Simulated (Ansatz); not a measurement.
# Al (Fm-3m, 1 atom in the cell): converging a phonon calculation, part 3 of 3

Aim: how dense must the meshes and how high the cutoff be for the phonons of Al (Fm-3m, 1 atom in the cell)?

Ansatz 0.2.0; DFT PBEsol, scalar-relativistic, plane waves, PAW.

So far. Step 11 (Another k mesh, q mesh 2×2×2): Against step 10 (now k-mesh 20×20×20), the lowest mode on the q mesh (acoustic modes at Γ apart) goes from 145 cm⁻¹ to 142 cm⁻¹ and the highest frequency on the path or at a solved wavevector goes from 336 cm⁻¹ to 331 cm⁻¹. Step 12 (Another k mesh, k-mesh 30×30×30, q mesh 2×2×2): Against step 4 (now k-mesh 30×30×30), the lowest mode on the q mesh (acoustic modes at Γ apart) goes from 142 cm⁻¹ to 144 cm⁻¹. The relaxed cell has a = 4.014 Å (conventional setting).

## Step 16: Another cutoff, cutoff 290 eV, q mesh 2×2×2

The cutoff is set to 290 eV on a small fixed q mesh.

Contents of input.yaml:

```yaml
crystal:
  lattice:
    - [0.0, 2.0068801597, 2.0068801597]
    - [2.0068801597, 0.0, 2.0068801597]
    - [2.0068801597, 2.0068801597, 0.0]
  atoms:
    - { symbol: Al, position: [0.0, 0.0, 0.0] }
kpoints:
  mp_grid: { grid: [20, 20, 20] }
hamiltonian:
  xc: pbesol
scf:
  occupations: { method: methfessel_paxton, width: 0.15 }
output:
  eigenvalues: true
phonons:
  method: dfpt
  qmesh: [2, 2, 2]
  temperatures: { t_max: 1000, t_step: 50 }
  qpath:
    path:
      - [[0.0, 0.0, 0.0], [0.5, 0.0, 0.5], [0.625, 0.25, 0.625]]
      - [[0.375, 0.375, 0.75], [0.0, 0.0, 0.0], [0.5, 0.5, 0.5], [0.5, 0.25, 0.75], [0.5, 0.0, 0.5]]
    npoints: 10
basis:
  ecutwfc: 290
```

Started as:

```bash
$ ansatz run input.yaml --threads 4 --pin off --max-ram 7168MiB --backend cpu --events-out ev --progress --plain --runs-dir out
```

Numbers of over 12 decimals in the logs are rounded to 6 here.

Output:

```text
[...]
Crystal: 1 atoms, lattice volume = 16.166 Å³
Basis set: ecut = 290 eV, 169 PW (Γ), exchange–correlation on 32×32×32 points (8 copies of the dense FFT grid, shifted against one another)
Bands: 6, of which v1, the nominal top of the filled ones, is band 2 counted from 1 (1 counted from 0)
Symmetry: 48 space group operations
k-points: 256 of 8000
[...]
SCF iter   1: F=—  HF=-524.509762 eV  |F-HF|=—  |Δ(HF+E_count)|=         —  Δρ=1.37e-3  dr2=7.71e-5  ethr=1.77e-3  ⟨swp⟩=4.7  Hψ=12765  notcnv=0
[...]
SCF iter   7: F=-524.509831 eV  HF=-524.509831 eV  |F-HF|=2.27e-13  |Δ(HF+E_count)|=  2.96e-12  S|Δr|=    0.00e0  Δρ=3.17e-8  dr2=1.81e-13  ethr=1.00e-12  ⟨swp⟩=5.0  Hψ=4775  notcnv=0
SCF 1 converged in 7 iterations: F = -524.509831 eV  dr2 = 1.81e-13
[...]
SCF converged after 7 iterations
[...]
Free energy (F): -524.509831 eV
[...]
Internal energy: -524.509566 eV  (E = F + TS)
E sigma→0 (E₀):  -524.509765 eV
Entropy (-TS):   -0.000265 eV (-0.265 meV/atom)
Fermi energy:    8.167416 eV
[...]
--- Band table (eV; the first three rows and the last of 256) ---
[...]
ASR residual: 2.328e-5 → 0.000e0 eV/Å²; symmetrization residual: 1.374e-16 eV/Å²
  ASR residual per site (eV/Å²): 2.33e-5
  Γ frequencies (cm⁻¹): 0.00 0.00 0.00
--- Phonons (arbitrary-q DFPT): 3 irreducible q on the 2×2×2 mesh ---
[...]
interpolated dispersion: 62 rows × 3 modes
[...]
```

It took 4.8 s on 4 threads of Arm Neoverse V2, shared host; peak memory 0.56 GiB.

The run finished; it serves as a test, and its numbers are not taken as the result.

## Step 17: Another cutoff, cutoff 360 eV, q mesh 2×2×2

The cutoff is set to 360 eV on a small fixed q mesh.

Changes to input.yaml since step 16:

```diff
@@ -25,2 +25,2 @@
 basis:
-  ecutwfc: 290
+  ecutwfc: 360
```

Output:

```text
[...]
Crystal: 1 atoms, lattice volume = 16.166 Å³
Basis set: ecut = 360 eV, 259 PW (Γ), exchange–correlation on 36×36×36 points (8 copies of the dense FFT grid, shifted against one another)
Bands: 6, of which v1, the nominal top of the filled ones, is band 2 counted from 1 (1 counted from 0)
Symmetry: 48 space group operations
k-points: 256 of 8000
[...]
E sigma→0 (E₀):  -524.542928 eV
Entropy (-TS):   -0.000302 eV (-0.302 meV/atom)
Fermi energy:    8.154613 eV
[...]
--- Band table (eV; the first three rows and the last of 256) ---
[...]
ASR residual: 1.330e-5 → 0.000e0 eV/Å²; symmetrization residual: 5.977e-15 eV/Å²
  ASR residual per site (eV/Å²): 1.33e-5
  Γ frequencies (cm⁻¹): 0.00 0.00 0.00
--- Phonons (arbitrary-q DFPT): 3 irreducible q on the 2×2×2 mesh ---
[...]
interpolated dispersion: 62 rows × 3 modes
[...]
[key lines of the parts left out:]
SCF converged after 7 iterations
Free energy (F): -524.543003 eV
```

Run time: 5.8 s. Hardware: 4 threads; peak memory 0.63 GiB; 20 s of CPU time.

Frequencies (cm⁻¹) solved at each irreducible wavevector; negative means imaginary. Frequencies by wavevector, by row:

```
q in reciprocal lattice units  star  mode 1  mode 2  mode 3
                        0 0 0     1       0       0       0
                     0 0 -0.5     4   142.3   142.3   329.9
                  0 -0.5 -0.5     3   200.3   200.3   330.2
```

## Step 18: Another cutoff, cutoff 550 eV, q mesh 2×2×2

The cutoff is set to 550 eV on a small fixed q mesh.

Changes to input.yaml since step 17:

```diff
@@ -25,2 +25,2 @@
 basis:
-  ecutwfc: 360
+  ecutwfc: 550
```

Output:

```text
[...]
Crystal: 1 atoms, lattice volume = 16.166 Å³
Basis set: ecut = 550 eV, 459 PW (Γ), exchange–correlation on 48×48×48 points (8 copies of the dense FFT grid, shifted against one another)
Bands: 6, of which v1, the nominal top of the filled ones, is band 2 counted from 1 (1 counted from 0)
Symmetry: 48 space group operations
k-points: 256 of 8000
[...]
E sigma→0 (E₀):  -524.548018 eV
Entropy (-TS):   -0.000305 eV (-0.305 meV/atom)
Fermi energy:    8.153205 eV
[...]
--- Band table (eV; the first three rows and the last of 256) ---
[...]
ASR residual: 1.520e-5 → 0.000e0 eV/Å²; symmetrization residual: 8.623e-15 eV/Å²
  ASR residual per site (eV/Å²): 1.52e-5
  Γ frequencies (cm⁻¹): 0.00 0.00 0.00
--- Phonons (arbitrary-q DFPT): 3 irreducible q on the 2×2×2 mesh ---
[...]
interpolated dispersion: 62 rows × 3 modes
[...]
[key lines of the parts left out:]
SCF converged after 6 iterations
Free energy (F): -524.548094 eV
```

It took 9.2 s on 4 threads; peak memory 0.85 GiB.

## Step 19: Outcome

```
mean frequency, q mesh 2×2×2                                           : 210 cm⁻¹
mean frequency, q mesh 3×3×3                                           : 215 cm⁻¹
mean frequency, q mesh 6×6×6                                           : 213 cm⁻¹
lowest mode on the q mesh (acoustic modes at Γ apart), k-mesh 6×6×6    : 139 cm⁻¹
lowest mode on the q mesh (acoustic modes at Γ apart), k-mesh 10×10×10 : 133 cm⁻¹
lowest mode on the q mesh (acoustic modes at Γ apart), k-mesh 16×16×16 : 145 cm⁻¹
lowest mode on the q mesh (acoustic modes at Γ apart), k-mesh 20×20×20 : 142 cm⁻¹
lowest mode on the q mesh (acoustic modes at Γ apart), k-mesh 30×30×30 : 144 cm⁻¹
lowest mode on the q mesh (acoustic modes at Γ apart), cutoff 170 eV   : 168 cm⁻¹
lowest mode on the q mesh (acoustic modes at Γ apart), cutoff 230 eV   : 118 cm⁻¹
lowest mode on the q mesh (acoustic modes at Γ apart), cutoff 290 eV   : 147 cm⁻¹
lowest mode on the q mesh (acoustic modes at Γ apart), cutoff 360 eV   : 142 cm⁻¹
lowest mode on the q mesh (acoustic modes at Γ apart), cutoff 550 eV   : 142 cm⁻¹
```

What this shows: Over the whole q mesh series, coarse runs included, the mean frequency runs from 210.0 to 215.0 cm⁻¹; from 3×3×3 on it stays within 2.0 cm⁻¹ of the finest run (6×6×6), against a tolerance of 2.1. The k mesh changes along this series too, so part of the change is its. Over the whole k mesh series, coarse runs included, the lowest mode on the q mesh (acoustic modes at Γ apart) runs from 133.3 to 144.7 cm⁻¹; from 20×20×20 on all solved modes stay within 1.8 cm⁻¹ of the finest run (30×30×30), against a tolerance of 3.3. Over the whole cutoff series, coarse runs included, the lowest mode on the q mesh (acoustic modes at Γ apart) runs from 118.0 to 168.4 cm⁻¹; from 360 eV on all solved modes stay within 0.7 cm⁻¹ of the finest run (550 eV), against a tolerance of 3.3. All runs share the cell relaxed at the base settings, which is not exactly at rest under another k mesh or cutoff. With no gap, or one that is small against the smearing, the frequencies hang on the k mesh and the smearing, most of all near Kohn anomalies. A phonon run warned that its eigensolver left some bands unconverged in a pass. These are harmonic frequencies at zero temperature: anharmonic shifts, linewidths and thermal expansion are left out.

[Logs are printed without paths, hosts, clocks, repeated set-up lines and the standing remarks that a program may print on its own settings, such as how far it seeks lower states.]

[Hosts, paths, dates, database ids (printed as entryN), source tags and the programs' standing remarks are cut or masked in the printed files.]
